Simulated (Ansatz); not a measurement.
# Tc of BaNi2P2 (I4/mmm) from its phonons

What Tc do the phonons of BaNi2P2 (I4/mmm) give, and how does it depend on μ*? The cell shown first is a relaxed one, from steps not shown here.

Calculated with Ansatz 0.2.0; DFT PBEsol, scalar-relativistic, plane waves, PAW.

**Measured values to reproduce.**

“Structural, Thermal, Magnetic and Electronic Transport Properties of the LaNi2(Ge1-xPx)2 System” (2011, arxiv:1112.1864) quotes from earlier work for BaNi2P2 (literature value): superconducting transition temperature (Tc) 3 K.

### Step 1. The cell after earlier relaxation steps

It takes space group I4/mmm (No. 139, tetragonal). The conventional cell has a = 3.858 Å, b = 3.858 Å, c = 11.861 Å, α = 90.00°, β = 90.00°, γ = 90.00°. Nearest to Ba lie 8 P at 3.30 Å and 8 Ni at 3.54 Å. Ni has 4 P at 2.22 Å and 4 Ni at 2.73 Å and 4 Ba at 3.54 Å nearest. Nearest to P lie 4 Ni at 2.22 Å and 4 Ba at 3.30 Å. Farther neighbours are not listed.

### Step 2. Resistivity: q 3×3×3, k 9×9×9, scattering 16×16×16

The run that gives the couplings also evaluates McMillan's and Allen and Dynes's formulas and, where asked, the Eliashberg equations, over a range of μ*.

The input, input.yaml:

```yaml
crystal:
  lattice:
    - [-1.9287590259, 1.9287590259, 5.9306970377]
    - [1.9287590259, -1.9287590259, 5.9306970377]
    - [1.9287590259, 1.9287590259, -5.9306970377]
  atoms:
    - { symbol: Ba, position: [0.0, 0.0, 0.0] }
    - { symbol: Ni, position: [0.75, 0.25, 0.5] }
    - { symbol: Ni, position: [0.25, 0.75, 0.5] }
    - { symbol: P, position: [0.6568529505, 0.6568529505, 0.0] }
    - { symbol: P, position: [0.3431470495, 0.3431470495, 0.0] }
kpoints:
  mp_grid: { grid: [9, 9, 9] }
hamiltonian:
  xc: pbesol
scf:
  occupations: { method: methfessel_paxton, width: 0.2 }
output:
  eigenvalues: true
phonons:
  method: dfpt
  qmesh: [3, 3, 3]
  temperatures: { t_max: 1000, t_step: 50 }
  qpath:
    path:
      - [0.0, 0.0, 0.0]
      - [0.0, 0.0, 0.5]
      - [0.25, 0.25, 0.25]
      - [0.0, 0.5, 0.0]
      - [0.0, 0.0, 0.0]
      - [0.5, 0.5, -0.5]
    npoints: 6
  electrical_resistivity:
    mesh: [16, 16, 16]
    temperatures: [20.0, 50.0, 80.0, 100.0, 150.0, 200.0, 273.0, 300.0, 400.0, 500.0, 600.0, 800.0]
  superconductivity: { mesh: [16, 16, 16] }
```

The run is started by

```sh
ansatz run input.yaml --threads 16 --pin off --max-ram 61440MiB --backend cuda --events-out ev --progress --plain --runs-dir out
```

Numbers of over 12 decimals in the logs are rounded to 6 here.

The log of the run:

```text
Warning: phonons: the dynamical matrix that this run interpolates holds no multipole term above the dipole-dipole one, and a site of this crystal is no centre of inversion, so its interpolated transverse optical and acoustic branches and sound speeds can stay off near Gamma, and the density of states and the thermodynamics with them. What a run solves at a wave vector of phonons.qpoints, Gamma apart, where the deck admits one, is free of this, and under fd what a larger phonons.supercell samples
Engine: ansatz 0.2.0, aarch64-unknown-linux-gnu
Pseudopotentials: kind: paw
Pseudopotential: Ba, paw, valence charge 10, recommended cutoff 420 eV (normal), Ba.paw.azcp
Pseudopotential: Ni, paw, valence charge 18, recommended cutoff 420 eV (normal), Ni.paw.azcp
Pseudopotential: P, paw, valence charge 5, recommended cutoff 420 eV (normal), P.paw.azcp
Functional definition: PBEsol
  exchange = pbesol_x
  correlation = pbesol_c
[...]
Crystal: 5 atoms, lattice volume = 88.251 Å³
Basis set: ecut = 420 eV, 1719 PW (Γ), exchange–correlation on 90×90×90 points (8 copies of the dense FFT grid, shifted against one another)
Bands: 34, of which v1, the nominal top of the filled ones, is band 28 counted from 1 (27 counted from 0)
Symmetry: 16 space group operations
k-points: 75 of 729
Non-local potential: Ba, projectors of the file, l = 0: 3, l = 1: 2, l = 2: 2, l = 3: 2
Non-local potential: Ni, projectors of the file, l = 0: 3, l = 1: 2, l = 2: 3, l = 3: 1
Non-local potential: P, projectors of the file, l = 0: 2, l = 1: 2, l = 2: 2
PAW form: soft (Blöchl's): semilocal exchange-correlation on the pseudo side does not see the compensation charge
PAW frozen core: Ba, regenerated for the run's functional, and the local potential with it (the file was generated under x = pbe(κ = 0.804, μ = 0.219515), c = pbe(β = 0.066725))
PAW frozen core: Ni, regenerated for the run's functional, and the local potential with it (the file was generated under x = pbe(κ = 0.804, μ = 0.219515), c = pbe(β = 0.066725))
PAW frozen core: P, regenerated for the run's functional, and the local potential with it (the file was generated under x = pbe(κ = 0.804, μ = 0.219515), c = pbe(β = 0.066725))
PAW one-centre angular grid: Ba, 194 points (default); XC on 64 Gauss nodes
PAW one-centre angular grid: Ni, 590 points (default); XC on 64 Gauss nodes
PAW one-centre angular grid: P, 110 points (default); XC on 64 Gauss nodes
Initial density: superposition of atomic densities (neutral atoms: chi_scale 0, normalization atom), corrected by the library's trained network
Initial wavefunctions: pseudopotential atomic-orbital guess
[...]
Functional: x = pbesol(κ = 0.804, μ = 0.123457), c = pbesol(β = 0.046)
SCF iter   1: F=—  HF=-18956.942198 eV  |F-HF|=—  |Δ(HF+E_count)|=         —  Δρ=1.19e-2  dr2=7.07e-2  ethr=1.77e-3  ⟨swp⟩=8.1  Hψ=12289  notcnv=0
preconditioner: auto → Kerker (q_TF=auto, 2.529 Å⁻¹)  [metal: Δε(μ)=0.023 eV  Ē_g=8.040 eV  σ=0.200 eV  W_gap=0.10  n_scr=24 (ndim 8)  ℏωp=24.4 eV  f_vac=0.000  D(μ)=3.51/eV (n_scr^D=32)]
SCF iter   2: F=—  HF=-18956.930095 eV  |F-HF|=—  |Δ(HF+E_count)|=   1.21e-2  S|Δr|=    0.00e0  Δρ=2.65e-3  dr2=5.01e-3  ethr=1.26e-4  ⟨swp⟩=2.0  Hψ=4937  notcnv=0
[...]
SCF iter  11: F=-18956.929070 eV  HF=-18956.929070 eV  |F-HF|=1.09e-11  |Δ(HF+E_count)|=  1.09e-11  S|Δr|=    0.00e0  Δρ=6.95e-8  dr2=6.55e-12  ethr=1.00e-12  ⟨swp⟩=11.6  Hψ=22158  notcnv=0
SCF 1 converged in 11 iterations: F = -18956.929070 eV  dr2 = 6.55e-12
  greatest PAW one-centre occupation: 1.001 electrons in one spin orbital (limit 2), on the Ni atom at site 1 (counted from 0), in its partial waves of l = 1
[...]
iter 1 solved again at ethr=4.50e-7 eV; its pass at ethr=3.10e-3 eV (dr2=2.52e-4 eV) is discarded
SCF iter   1: F=—  HF=-18956.928857 eV  |F-HF|=—  |Δ(HF+E_count)|=         —  Δρ=2.25e-6  dr2=2.23e-9  ethr=4.50e-7  ⟨swp⟩=3.9  Hψ=20126  notcnv=0
[...]
SCF 2 converged in 7 iterations: F = -18956.929070 eV  dr2 = 1.22e-13
[...]
SCF 3 converged in 11 iterations: F = -18956.929070 eV  dr2 = 6.59e-12
[...]
SCF converged after 11 iterations
[...]
Hall coefficient in a weak field at 50 K (a third of the trace): -7.362e-11 m³/C (as a tensor it moves by 12.1 % between the two finest meshes); by each state's relaxation time: -5.823e-11 m³/C; by a constant relaxation time: -5.016e-11 m³/C
  mean free path at 80 K (of a tensor a third of its trace): 24.0 nm by what each carries, 20.9 by the Fermi surface alone
  Hall coefficient in a weak field at 80 K (a third of the trace): -7.632e-11 m³/C (as a tensor it moves by 8.2 % between the two finest meshes); by each state's relaxation time: -5.815e-11 m³/C; by a constant relaxation time: -4.996e-11 m³/C
  mean free path at 100 K (of a tensor a third of its trace): 16.2 nm by what each carries, 14.3 by the Fermi surface alone
  Hall coefficient in a weak field at 100 K (a third of the trace): -7.458e-11 m³/C (as a tensor it moves by 7.4 % between the two finest meshes); by each state's relaxation time: -5.722e-11 m³/C; by a constant relaxation time: -4.972e-11 m³/C
  mean free path at 150 K (of a tensor a third of its trace): 8.74 nm by what each carries, 7.90 by the Fermi surface alone
  Hall coefficient in a weak field at 150 K (a third of the trace): -6.975e-11 m³/C (as a tensor it moves by 7.1 % between the two finest meshes); by each state's relaxation time: -5.440e-11 m³/C; by a constant relaxation time: -4.894e-11 m³/C
  mean free path at 200 K (of a tensor a third of its trace): 5.99 nm by what each carries, 5.45 by the Fermi surface alone
  Hall coefficient in a weak field at 200 K (a third of the trace): -6.649e-11 m³/C (as a tensor it moves by 6.9 % between the two finest meshes); by each state's relaxation time: -5.219e-11 m³/C; by a constant relaxation time: -4.807e-11 m³/C
  mean free path at 273 K (of a tensor a third of its trace): 4.14 nm by what each carries, 3.78 by the Fermi surface alone
  Hall coefficient in a weak field at 273 K (a third of the trace): -6.376e-11 m³/C (as a tensor it moves by 6.5 % between the two finest meshes); by each state's relaxation time: -5.006e-11 m³/C; by a constant relaxation time: -4.677e-11 m³/C
  mean free path at 300 K (of a tensor a third of its trace): 3.72 nm by what each carries, 3.40 by the Fermi surface alone
  Hall coefficient in a weak field at 300 K (a third of the trace): -6.309e-11 m³/C (as a tensor it moves by 6.3 % between the two finest meshes); by each state's relaxation time: -4.947e-11 m³/C; by a constant relaxation time: -4.628e-11 m³/C
  mean free path at 400 K (of a tensor a third of its trace): 2.71 nm by what each carries, 2.48 by the Fermi surface alone
  Hall coefficient in a weak field at 400 K (a third of the trace): -6.126e-11 m³/C (as a tensor it moves by 5.6 % between the two finest meshes); by each state's relaxation time: -4.769e-11 m³/C; by a constant relaxation time: -4.445e-11 m³/C
  mean free path at 500 K (of a tensor a third of its trace): 2.14 nm by what each carries, 1.95 by the Fermi surface alone
  Hall coefficient in a weak field at 500 K (a third of the trace): -6.005e-11 m³/C (as a tensor it moves by 5.0 % between the two finest meshes); by each state's relaxation time: -4.629e-11 m³/C; by a constant relaxation time: -4.265e-11 m³/C
  mean free path at 600 K (of a tensor a third of its trace): 1.77 nm by what each carries, 1.61 by the Fermi surface alone
  Hall coefficient in a weak field at 600 K (a third of the trace): -5.920e-11 m³/C (as a tensor it moves by 4.8 % between the two finest meshes); by each state's relaxation time: -4.515e-11 m³/C; by a constant relaxation time: -4.095e-11 m³/C
  mean free path at 800 K (of a tensor a third of its trace): 1.32 nm by what each carries, 1.19 by the Fermi surface alone
  Hall coefficient in a weak field at 800 K (a third of the trace): -5.830e-11 m³/C (as a tensor it moves by 5.5 % between the two finest meshes); by each state's relaxation time: -4.359e-11 m³/C; by a constant relaxation time: -3.809e-11 m³/C
  the resistivity times a path that all electrons share, by the Fermi surface of the deck's mesh alone (a third of the trace): 1.159e-15 Ω·m²
  not converged in the mesh (λ; λ_tr; the resistivity at 20 K by 10.58 %; the resistivity at 50 K by 13.66 %; the resistivity at 80 K by 13.35 %; the resistivity at 100 K by 13.24 %; the resistivity at 150 K by 12.89 %; the resistivity at 200 K by 12.34 %; the resistivity at 273 K by 11.41 %; the resistivity at 300 K by 11.06 %; the resistivity at 400 K by 9.87 %; the resistivity at 500 K by 8.84 %; the resistivity a [...]
  vibrations of 27 cells: unjudged by the run; compare a larger repeat
  the changes of the potential over all sites missed a rigid shift's by 0.00 % (the site terms' by 0.01 %)
  at the force constants' own smearing the fine mesh and the k-points of their solves give squared frequencies that differ by 4.6 % of the larger at the most, at (0, 0, 0)
--- Superconductivity: potentials and phonons of a 3×3×3 supercell ---
           mesh         λ    ħω_log (meV)  μ* declared at (meV)
       16×16×16    0.6053          15.737               21.339
          8×8×8    0.6282          15.848               21.490
          4×4×4    0.5909          15.974               21.506
  λ by the species' shares of the modes' patterns: Ba 0.1437, Ni 0.2773, P 0.1842
  with the Fermi level up to 42.4 meV (the hardest mode) off, states and modes as they are: density of states 1.7307 to 1.7591 /eV of one spin and cell, λ 0.6007 to 0.6094
  transition temperature on the deck's mesh (K), isotropic and anisotropic, restricted to the Fermi surface (FSR) and over the full bandwidth (FBW), and the last with the density of states resolved in a narrower window:
        μ*   McMillan   Allen–Dynes      iso. FSR      iso. FBW    aniso. FSR    aniso. FBW  narrow window
      0.08      5.229         5.417         4.912         4.916         5.122         5.123          5.127
      0.10      4.288         4.428         3.920         3.923         4.127         4.128          4.131
      0.12      3.431         3.533         3.056         3.059         3.259         3.260          3.261
      0.13      3.036         3.122         2.672         2.676         2.871         2.872          2.873
      0.14      2.665         2.737         2.320         2.324         2.514         2.515          2.516
      0.16      1.997         2.046         1.708         1.712         1.889         1.891          1.891
      0.20      0.970         0.991         0.824         0.828         0.971         0.974          0.972
  isotope coefficients −∂ln Tc/∂ln M under μ* = 0.13, the force constants as they are, of the isotropic transitions restricted to the Fermi surface and over the full bandwidth: Ba 0.092 and 0.092, Ni 0.207 and 0.207, P 0.085 and 0.085
  gaps at the Fermi level over the full bandwidth under μ* = 0.1, 1.032 K: 0.472 to 0.854 meV
  gaps at the Fermi level over the full bandwidth under μ* = 0.13, 0.718 K: 0.310 to 0.603 meV
  gaps at the Fermi level over the full bandwidth under μ* = 0.16, 0.473 K: 0.192 to 0.404 meV
  not converged in the mesh (λ, the transition temperature): between neighbouring meshes, the two finest first, λ moves by 3.78 % and 5.93 % and the anisotropic transition temperature over the full bandwidth at μ* = 0.13 by 14.04 % and 20.31 %; converged means that the two finest part by at most 2.00 % and 5.00 %
  vibrations of 27 cells: unjudged by the run; compare a larger repeat
  the changes of the potential over all sites missed a rigid shift's by 0.00 % (the site terms' by 0.01 %)
  at the force constants' own smearing the fine mesh and the k-points of their solves give squared frequencies that differ by 4.6 % of the larger at the most, at (0, 0, 0)
```

It took 1.9 min on 1 × NVIDIA GB200 with 16 threads of Arm Neoverse V2, shared host; peak memory 8.3 GiB.

This run has no spin polarisation, although Ni can carry a moment.

This step gave:

| Quantity | Value |
| --- | --- |
| volume per atom | 17.65 Å³ |
| metallic on mesh | yes |
| gap on the k-mesh | 0 eV |
| zero-point energy | 0.1821 eV/cell |
| share of imaginary modes in the plain interpolation between solved wavevectors | 0 |
| highest frequency, solved or plainly interpolated | 343.4 cm⁻¹ |
| mean sound speed | 3.003 km/s |
| Debye temperature elastic | 343 K |
| Debye temperature (second moment) | 415 K |
| resistivity at 300 K | 33.23 μΩ cm, mean of the axes |
| coupling constant λ | 0.6053 |
| density of states at the Fermi level | 1.745 states/eV a spin and cell |
| log mean phonon energy ħω_log | 15.74 meV |
| transport coupling constant λ_tr | 0.6865, 0.6865, 0.639 (xx, yy, zz) |
| Drude plasma energy | 5.511, 5.511, 3.844 eV (xx, yy, zz) |
| resistivity times mean free path | 8.111, 8.111, 18.53 × 10⁻¹⁶ Ω m² (xx, yy, zz) |

Transition temperatures:

```
  μ*  McMillan Tc (K)  Allen–Dynes Tc (K)  isotropic Fermi-surface Tc (K)  isotropic full bandwidth Tc (K)  anisotropic Fermi-surface Tc (K)  anisotropic full bandwidth Tc (K)  anisotropic narrow window Tc (K)
0.08             5.23                5.42                            4.91                             4.92                              5.12                               5.12                              5.13
 0.1             4.29                4.43                            3.92                             3.92                              4.13                               4.13                              4.13
0.12             3.43                3.53                            3.06                             3.06                              3.26                               3.26                              3.26
0.13             3.04                3.12                            2.67                             2.68                              2.87                               2.87                              2.87
0.14             2.67                2.74                            2.32                             2.32                              2.51                               2.52                              2.52
0.16                2                2.05                            1.71                             1.71                              1.89                               1.89                              1.89
 0.2             0.97               0.991                           0.824                            0.828                             0.971                              0.974                             0.972
```

(Part 1 of 2 ends here.)

[Logs are printed without paths, hosts, clocks, repeated set-up lines and the standing remarks that a program may print on its own settings, such as how far it seeks lower states.]

[Hosts, paths, dates, database ids (printed as entryN), source tags and the programs' standing remarks are cut or masked in the printed files.]
